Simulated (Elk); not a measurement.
# Optical response of CdSe (Cadmoselite)

Aim: the dielectric function of CdSe (Cadmoselite), and the optical constants that follow from it. The cell comes from an older database entry, whose edges can differ from later determinations, mostly by under a per cent.

Method: DFT, PBE, all-electron APW+lo, Dirac cores, scalar-relativistic bands, independent-particle optical response without local fields, in Elk 11.2.3 (patched build).

The database entry behind the starting cell differs from later determinations by our own check (inner coordinate of an old entry), so it need not match the best structure at ambient conditions.

## 1. Starting point

The structure is hexagonal, space group P6_3mc (No. 186). The conventional cell has a = 4.300 Å, b = 4.300 Å, c = 7.020 Å, α = 90.00°, β = 90.00°, γ = 120.00°. Nearest to Cd lie 4 Se at 2.61 to 2.70 Å. Se has 4 Cd at 2.61 to 2.70 Å nearest. Farther neighbours and most contacts between anions are not listed.

## 2. Ground state

First the ground state: is it a metal or has it a gap?

This step: DFT, PBE, all-electron APW+lo, Dirac cores, scalar-relativistic bands, ground state (Elk 11.2.3 (patched build)).

Contents of elk.in:

```
tasks
  0
  120

xctype
  20

nempty
  14

lorbcnd
  .true.

rgkmax
  7.0

swidth
  0.0018375

maxscl
  100

epsengy
  1e-05

sppath
  './'

avec
  8.125822335920 0.000000000000 0.000000000000
  -4.062911167960 7.037168569546 0.000000000000
  0.000000000000 0.000000000000 13.265877394873

atoms
  2
  'Cd.in'
  2
  0.666666666667 0.333333333333 0.500000000000   0.000 0.000 0.000
  0.333333333333 0.666666666667 0.000000000000   0.000 0.000 0.000
  'Se.in'
  2
  0.666666666667 0.333333333333 0.885000000000   0.000 0.000 0.000
  0.333333333333 0.666666666667 0.385000000000   0.000 0.000 0.000

ngridk
  9 9 5
```

Launch:

```sh
$ OMP_NUM_THREADS=4 elk
```

Numbers of over 12 decimals in the logs are rounded to 6 here.

Output:

```text
┌─────────────────────────┐
│ Elk code version 11.2.3 │
└─────────────────────────┘

All units are atomic (Hartree, Bohr, etc.)

┌─────────────────────────────────────────────────┐
│ Ground-state run starting from atomic densities │
└─────────────────────────────────────────────────┘

Lattice vectors :
   8.125822336       0.000000000       0.000000000
  -4.062911168       7.037168570       0.000000000
   0.000000000       0.000000000       13.26587739

Reciprocal lattice vectors :
  0.7732368550      0.4464285064      -0.000000000
   0.000000000      0.8928570127       0.000000000
   0.000000000      -0.000000000      0.4736351106

Unit cell volume      :    758.5797691
Brillouin zone volume :   0.3269929196

Muffin-tin inner radius fraction :   0.1000000000E-01

Nuclei treated as point charges

Species : 1 (Cd)
 parameters loaded from : Cd.in
 name : cadmium
 nuclear charge    :   -48.00000000
 electronic charge :    48.00000000
 atomic mass :    204912.7176
 muffin-tin radius :    2.539294698
 number of radial points in muffin-tin :   1193
 inner part over the whole radius :   0.9906930901E-02
 number on inner part of muffin-tin    :    849
 approximate nuclear radius :   0.8708852602E-04
 number of mesh points to nuclear radius :    427
 atomic positions (lattice), magnetic fields (Cartesian) :
  1 :   0.00000000  0.00000000  0.00000000    0.00000000  0.00000000  0.00000000
  2 :   0.66666667  0.33333333  0.50000000    0.00000000  0.00000000  0.00000000

Species : 2 (Se)
 parameters loaded from : Se.in
 name : selenium
 nuclear charge    :   -34.00000000
 electronic charge :    34.00000000
 atomic mass :    143935.2749
 muffin-tin radius :    2.343964337
 number of radial points in muffin-tin :    993
 inner part over the whole radius :   0.9887223179E-02
 number on inner part of muffin-tin    :    702
 approximate nuclear radius :   0.7785908700E-04
 number of mesh points to nuclear radius :    343
 atomic positions (lattice), magnetic fields (Cartesian) :
  1 :   0.00000000  0.00000000  0.38500000    0.00000000  0.00000000  0.00000000
  2 :   0.66666667  0.33333333  0.88500000    0.00000000  0.00000000  0.00000000

Total number of atoms per unit cell :    4
Total muffin-tin volume :    245.0572338
 ratio of muffin-tin to unit cell volume :   0.3230474154

Spin treatment :
 spin-unpolarised

Number of Bravais lattice symmetries :   24
Number of crystal symmetries         :   12
Crystal has no inversion symmetry
Complex Hermitian eigensolver will be used

k-point grid :      9     9     5
k-point offset :    0.000000000       0.000000000       0.000000000
k-point set is reduced with full crystal symmetry group
Total number of k-points :       60

Muffin-tin radius times maximum |G+k| :    7.000000000
 using average radius
Maximum |G+k| for APW functions       :    2.866937817
Maximum (1/2)|G+k|²                   :    4.109666225
Maximum |G| for potential and density :    12.00000000
Constant for pseudocharge density :    8
 order of it for each species :   15  15
 order of it for pair densities of each species (exact exchange by exxq0 0: 15) :   11   9
Radial integration step length :    1

G-vector grid sizes :     32    32    54
Number of G-vectors :    22143

Maximum angular momentum used for
 APW functions            :    8
 outer part of muffin-tin :    6
 inner part of muffin-tin :    2

Total nuclear charge    :   -164.0000000
Total core charge       :    96.00000000
Total valence charge    :    68.00000000
Total excess charge     :    0.000000000
Total electronic charge :    164.0000000

Effective Wigner radius, rₛ :    1.033608962

Number of empty states         :     56
Total number of valence states :     91
Total number of core states    :     96

Conduction state local-orbitals added automatically
Third-order local-orbitals added for an l without core states : F
Total number of local-orbitals :    260

Exchange-correlation functional :     20     0     0
 Perdew-Burke-Ernzerhof, Phys. Rev. Lett. 77, 3865 (1996)
 gradient requirement :    1
 generalised gradient approximation (GGA)

Smearing type :    3
 Fermi-Dirac
Smearing width :   0.1837500000E-02
Effective electronic temperature (K) :    580.2366081

Mixing type :    3
 Broyden mixing, J. Phys. A: Math. Gen. 17, L317 (1984)

Kohn-Sham potential initialised from atomic data

┌──────────────────────────────┐
│ Self-consistent loop started │
└──────────────────────────────┘

┌─────────────────┐
│ Loop number : 1 │
└─────────────────┘

Energies :
 Fermi                       :     0.95758278874559E-02
 sum of occupied eigenvalues :     -9558.6185733839
 electron kinetic            :      16710.045826145
 core electron kinetic       :      15924.232135632
 Coulomb                     :     -32277.797956277
 Coulomb potential           :     -25624.808136769
 nuclear-nuclear             :     -1605.5548192806
 electron-nuclear            :     -35752.479184867
 Hartree                     :      5080.2360478705
 Madelung                    :     -19465.393887893
 xc potential                :     -643.85626276009
 exchange                    :     -477.11861813786
 correlation                 :     -8.476631
 electron entropic           :    -0.62378833329693E-08
 total energy                :     -16053.347379548

Density of states at Fermi energy :   0.1419326739E-03
 (states/Hartree/unit cell)

Estimated indirect band gap :   0.4184105457E-01
 from k-point 1 to k-point 1
Estimated direct band gap   :   0.4184105457E-01
 at k-point 1

Charges :
 core                        :    96.00000000
 valence                     :    68.00000000
 interstitial                :    6.167418236
 muffin-tins (core leakage)
  species : 1 (Cd)
   atom 1                    :    46.36610304     (  0.3499850382E-03)
   atom 2                    :    46.36610304     (  0.3499850382E-03)
  species : 2 (Se)
   atom 1                    :    32.55018784     (  0.8366573454E-04)
   atom 2                    :    32.55018784     (  0.8366573454E-04)
 total in muffin-tins        :    157.8325818
 total calculated charge     :    163.9986487
 total charge                :    164.0000000
 error                       :   0.1351307936E-02

┌─────────────────┐
│ Loop number : 2 │
└─────────────────┘

Energies :
 Fermi                       :     0.10547279131270E-01
 sum of occupied eigenvalues :     -9558.5159395265
 electron kinetic            :      16709.695783424
 core electron kinetic       :      15923.970887696
 Coulomb                     :     -32277.841507393
 Coulomb potential           :     -25624.740624616
 nuclear-nuclear             :     -1605.5548192806
 electron-nuclear            :     -35752.631456655
 Hartree                     :      5080.3447685434
 Madelung                    :     -19465.471195085
 xc potential                :     -643.47109833498
 exchange                    :     -477.12139837604
 correlation                 :     -8.476730
 electron entropic           :    -0.66529293418254E-08
 total energy                :     -16053.743851898

Density of states at Fermi energy :   0.1521888223E-03
 (states/Hartree/unit cell)

Estimated indirect band gap :   0.4159000334E-01
 from k-point 1 to k-point 1
Estimated direct band gap   :   0.4159000334E-01
 at k-point 1

Charges :
 core                        :    96.00000000
 valence                     :    68.00000000
 interstitial                :    6.168465484
 muffin-tins (core leakage)
  species : 1 (Cd)
   atom 1                    :    46.36936782     (  0.3496495816E-03)
   atom 2                    :    46.36936782     (  0.3496495816E-03)
  species : 2 (Se)
   atom 1                    :    32.54639944     (  0.8370472024E-04)
   atom 2                    :    32.54639944     (  0.8370472024E-04)
 total in muffin-tins        :    157.8315345
 total calculated charge     :    163.9986498
 total charge                :    164.0000000
 error                       :   0.1350202698E-02

RMS change in Kohn-Sham potential (target) :   0.1676272184     (  0.1000000000E-05)
Absolute change in total energy (target)   :   0.3964723501     (  0.1000000000E-04)

[... 14 loops left out ...]

┌──────────────────┐
│ Loop number : 17 │
└──────────────────┘

Energies :
 Fermi                       :     0.114398
 sum of occupied eigenvalues :     -9543.4570344444
 electron kinetic            :      16711.174602044
 core electron kinetic       :      15923.070255412
 Coulomb                     :     -32278.092133568
 Coulomb potential           :     -25621.551478914
 nuclear-nuclear             :     -1605.5548192806
 electron-nuclear            :     -35756.159092487
 Hartree                     :      5083.6217781991
 Madelung                    :     -19467.316394111
 xc potential                :     -633.08015757465
 exchange                    :     -477.18718186215
 correlation                 :     -8.480222
 electron entropic           :    -0.38958032067890E-06
 total energy                :     -16052.584936049

Density of states at Fermi energy :   0.1364583205E-01
 (states/Hartree/unit cell)

Estimated indirect band gap :   0.2527067133E-01
 from k-point 1 to k-point 1
Estimated direct band gap   :   0.2527067133E-01
 at k-point 1

Charges :
 core                        :    96.00000000
 valence                     :    68.00000000
 interstitial                :    6.200656354
 muffin-tins (core leakage)
  species : 1 (Cd)
   atom 1                    :    46.52497861     (  0.3371663619E-03)
   atom 2                    :    46.52497861     (  0.3371663619E-03)
  species : 2 (Se)
   atom 1                    :    32.37469321     (  0.8421361819E-04)
   atom 2                    :    32.37469321     (  0.8421361819E-04)
 total in muffin-tins        :    157.7993436
 total calculated charge     :    163.9986938
 total charge                :    164.0000000
 error                       :   0.1306228245E-02

RMS change in Kohn-Sham potential (target) :   0.8160702111E-08 (  0.1000000000E-05)
Absolute change in total energy (target)   :   0.2692419002E-05 (  0.1000000000E-04)

Convergence targets achieved

┌──────────────────┐
│ Loop number : 18 │
└──────────────────┘

Energies :
 Fermi                       :     0.114398
 sum of occupied eigenvalues :     -9543.4570345632
 electron kinetic            :      16711.174601743
 core electron kinetic       :      15923.070254960
 Coulomb                     :     -32278.092133405
 Coulomb potential           :     -25621.551478826
 nuclear-nuclear             :     -1605.5548192806
 electron-nuclear            :     -35756.159092262
 Hartree                     :      5083.6217781381
 Madelung                    :     -19467.316393992
 xc potential                :     -633.08015747996
 exchange                    :     -477.18718185640
 correlation                 :     -8.480222
 electron entropic           :    -0.38958011920685E-06
 total energy                :     -16052.584936182

Density of states at Fermi energy :   0.1364582406E-01
 (states/Hartree/unit cell)

Estimated indirect band gap :   0.2527067352E-01
 from k-point 1 to k-point 1
Estimated direct band gap   :   0.2527067352E-01
 at k-point 1

Charges :
 core                        :    96.00000000
 valence                     :    68.00000000
 interstitial                :    6.200656362
 muffin-tins (core leakage)
  species : 1 (Cd)
   atom 1                    :    46.52497860     (  0.3371663610E-03)
   atom 2                    :    46.52497860     (  0.3371663610E-03)
  species : 2 (Se)
   atom 1                    :    32.37469322     (  0.8421362048E-04)
   atom 2                    :    32.37469322     (  0.8421362048E-04)
 total in muffin-tins        :    157.7993436
 total calculated charge     :    163.9986938
 total charge                :    164.0000000
 error                       :   0.1306228244E-02

┌──────────────────────────────┐
│ Self-consistent loop stopped │
└──────────────────────────────┘

Warning : core states of species 1 leak from the muffin-tin :   0.3371663610E-03

Wrote STATE.OUT
```

The job ended after 83 s (4 threads of Arm Neoverse V2, shared host; peak memory 0.25 GiB; 5.3 min of CPU time).

This step gave:

* total energy: -16053 Ha
* Fermi energy: 3.113 eV
* DOS at the Fermi level: 5.01e-4 states/eV/cell
* gap on the k-mesh: 0.6877 eV
* direct gap on the mesh: 0.6877 eV

There is a gap, 0.69 eV on this mesh (points off the mesh can give less), so no carriers' term is needed.

## 3. Independent particles

With the density converged, the vertical transitions are summed over the zone.

This step: DFT, PBE, all-electron APW+lo, Dirac cores, scalar-relativistic bands, independent-particle optical response without local fields (Elk 11.2.3 (patched build)).

elk.in, as its differences from that of step 2:

```diff
@@ -1,4 +1,7 @@
 tasks
-  0
-  120
+  121
+
+optcomp
+  1 1
+  3 3
 
@@ -17,9 +20,7 @@
 swidth
-  0.0018375
+  0.0036749
 
-maxscl
-  100
-
-epsengy
-  1e-05
+wplot
+  400 100 0
+  0.0 0.80849
```

Launch:

```sh
$ OMP_NUM_THREADS=4 elk
```

Output:

```text
┌─────────────────────────────────┐
│ Elk code version 11.2.3 started │
└─────────────────────────────────┘

Info(readinput): the functional depends on the density's gradient
 muffin-tin radial points multiplied by    2.00000
 (not where nrmtscf is given)

┌────────────────────┐
│ Current task : 121 │
└────────────────────┘
Info(checkmt): changed muffin-tin radius of species 1 (Cd) from   2.6000 to   2.5393
Info(checkmt): changed muffin-tin radius of species 2 (Se) from   2.4000 to   2.3440

Info(findsymcrys): atomic basis shift (lattice) :
  0.3333333333      0.6666666667      0.5000000000
See GEOMETRY.OUT for new atomic positions

Info(dielectric):
 dielectric tensor written to EPSILON_ij.OUT
 optical conductivity written to SIGMA_ij.OUT
 for components
  i = 1, j = 1
  i = 3, j = 3

┌──────────────────┐
│ Elk code stopped │
└──────────────────┘
```

It took 5 s on 4 threads; peak memory 0.05 GiB; 20 s of CPU time.

Read-outs, printed or worked out from the files:

```
electronic dielectric constant ε∞, mean over x, y and z (by symmetry where fewer were run) : 9.041
```

The Im ε has structure finer than the step of the table below, so its rows give means over 0.5 eV, whole bins alone (the curve runs from 0 to 21.9 eV). Peaks (eV: height): E ∥ x 0.72: 5.68, 1.60: 4.03, 3.03: 5.37, 3.85: 7.96, 4.51: 10.4, 5.06: 7.84, 6.22: 9.70; E ∥ z 0.72: 6.16, 1.60: 5.35, 3.63: 10.0, 4.13: 13.2, 5.06: 6.36, 6.22: 9.96, 7.59: 6.76.

Sum at mesh points, not converged in k; values under the direct gap are tails of Lorentzian lines. The Im ε by photon energy; means over each step:

```csv
photon energy (eV),E ∥ x,E ∥ z
0.5,2.27,2.28
1.0,1.25,1.39
1.5,2.12,2.58
2.0,1.95,1.37
2.5,2.47,2.54
3.0,4.36,3.64
3.5,5.51,5.32
4.0,6.69,9.32
4.5,8.73,9.07
5.0,6.90,5.25
5.5,5.81,4.66
6.0,8.50,8.23
6.5,7.50,8.37
7.0,6.57,5.01
7.5,6.07,6.12
8.0,3.75,3.60
8.5,2.85,2.88
9.0,2.32,2.38
9.5,1.85,2.10
10.0,1.49,1.65
10.5,1.49,1.26
11.0,1.45,1.34
11.5,1.09,1.06
12.0,0.813,0.912
12.5,0.815,0.876
13.0,0.870,0.826
13.5,0.792,0.794
14.0,0.887,0.998
14.5,0.700,0.774
15.0,0.681,0.643
15.5,0.681,0.720
16.0,0.544,0.549
16.5,0.462,0.437
17.0,0.509,0.494
17.5,0.529,0.459
18.0,0.413,0.382
18.5,0.388,0.402
19.0,0.461,0.456
19.5,0.433,0.466
20.0,0.421,0.473
20.5,0.431,0.491
21.0,0.429,0.482
21.5,0.381,0.413
```

The reflectivity at normal incidence has structure finer than the step of the table below, so its rows give means over 1 eV, whole bins alone (the curve runs from 0 to 21.9 eV). Peaks (eV: height): E ∥ x 4.6: 37.2, 5.1: 32.9, 6.3: 41.5, 6.9: 41.7, 7.9: 50.3, 8.5: 46.7, 11.5: 36.3; E ∥ z 3.6: 36.7, 4.1: 41.3, 4.6: 42.6, 6.7: 44.6, 7.9: 53.7, 8.5: 45.5, 10.1: 43.2.

Sum at mesh points, not converged in k. The reflectivity at normal incidence by photon energy; means over each step:

```
photon energy (eV)  E ∥ x (%)  E ∥ z (%)
                 1       23.4       23.5
                 2       23.5       23.0
                 3       26.8       25.9
                 4       30.6       35.4
                 5       30.4       28.5
                 6       34.3       32.6
                 7       38.5       37.4
                 8       46.3       44.2
                 9       42.1       38.7
                10       35.6       38.0
                11       31.9       30.3
                12       29.1       25.5
                13       18.3       17.4
                14       16.1       15.0
                15       13.6       14.2
                16       12.9       13.6
                17       7.52       7.60
                18       7.10       5.61
                19       4.50       3.77
                20       4.16       3.85
                21       4.21       4.59
```

The loss function −Im 1/ε at q → 0 has structure finer than the step of the table below, so its rows give means over 1 eV, whole bins alone (the curve runs from 0 to 21.9 eV). Peaks (eV: height): E ∥ x 13.4: 1.33, 16.2: 1.81, 17.9: 1.58; E ∥ z 11.9: 1.15, 12.5: 1.29, 13.3: 1.51, 14.8: 1.55, 16.2: 1.98, 21.4: 1.09.

Sum at mesh points, not converged in k; values under the direct gap are tails of Lorentzian lines. Table of loss function −Im 1/ε at q → 0 by energy loss; means over each step:

```csv
energy loss (eV),E ∥ x,E ∥ z
1,0.0290,0.0303
2,0.0353,0.0373
3,0.0448,0.0394
4,0.0722,0.0664
5,0.123,0.155
6,0.111,0.104
7,0.147,0.169
8,0.184,0.194
9,0.300,0.317
10,0.482,0.439
11,0.577,0.665
12,0.993,1.00
13,1.19,1.22
14,1.21,1.05
15,1.42,1.42
16,1.63,1.65
17,1.35,1.38
18,1.34,1.19
19,1.01,0.895
20,0.970,0.894
21,0.978,1.00
```

Optical constants at common wavelengths, from n + ik = √ε:

| wavelength (nm) | n x | k x | R (%) x | 1/α x | n z | k z | R (%) z | 1/α z |
| --- | --- | --- | --- | --- | --- | --- | --- | --- |
| 1064 | 2.74 | 0.101 | 21.7 | 841 nm | 2.73 | 0.109 | 21.6 | 776 nm |
| 800 | 3.03 | 0.573 | 26.9 | 111 nm | 3.14 | 0.645 | 28.5 | 98 nm |
| 532 | 2.74 | 0.399 | 22.6 | 106 nm | 2.81 | 0.420 | 23.5 | 101 nm |
| 450 | 3.16 | 0.630 | 28.7 | 57 nm | 3.03 | 0.515 | 26.6 | 70 nm |
| 365 | 3.21 | 0.628 | 29.1 | 46 nm | 3.25 | 0.404 | 28.7 | 72 nm |
| 308 | 2.68 | 1.273 | 29.3 | 19 nm | 3.41 | 1.464 | 36.8 | 17 nm |
| 248 | 2.46 | 1.486 | 30.6 | 13 nm | 2.21 | 1.344 | 27.0 | 15 nm |

Below the direct gap, k and the depth come from the tails of the Lorentzian lines, not from transitions.

Rows near the edge hang on the gap, which this functional as a rule makes too small, and phonon-assisted absorption is left out.

## 4. What came out

```
electronic dielectric constant ε∞, mean over x, y and z (by symmetry where fewer were run) (independent particles) : 9.04
```

At this level (PBE, independent particles) CdSe has a mean ε∞ = 9.04 and n = 2.36 at 1550 nm (E ∥ x). On the mesh the gap is 0.69 eV and the least direct gap 0.69 eV. The static values by axis are 9.04 (x), 9.03 (z). Excitons and phonon-assisted transitions are missing, and so are local fields; PBE gaps are as a rule too small, which pulls the onset down and ε∞ up. The sum runs over mesh points 0.19 Å⁻¹ apart with no interpolation, so peaks are partly noise of the mesh; over so small a direct gap single mesh points weigh heavily, so ε∞, n and their changes from run to run can be far off. Besides steps told in other documents, this task had 3 steps that ran out of time; those not told in a step above aren't shown.

[Machine, clock and banner lines and Python warnings are left out of the logs.]

[Logs are printed without paths, hosts, clocks, repeated set-up lines and the standing remarks that a program may print on its own settings, such as how far it seeks lower states.]

[Hosts, paths, dates, database ids (printed as entryN), source tags and the programs' standing remarks are cut or masked in the printed files.]
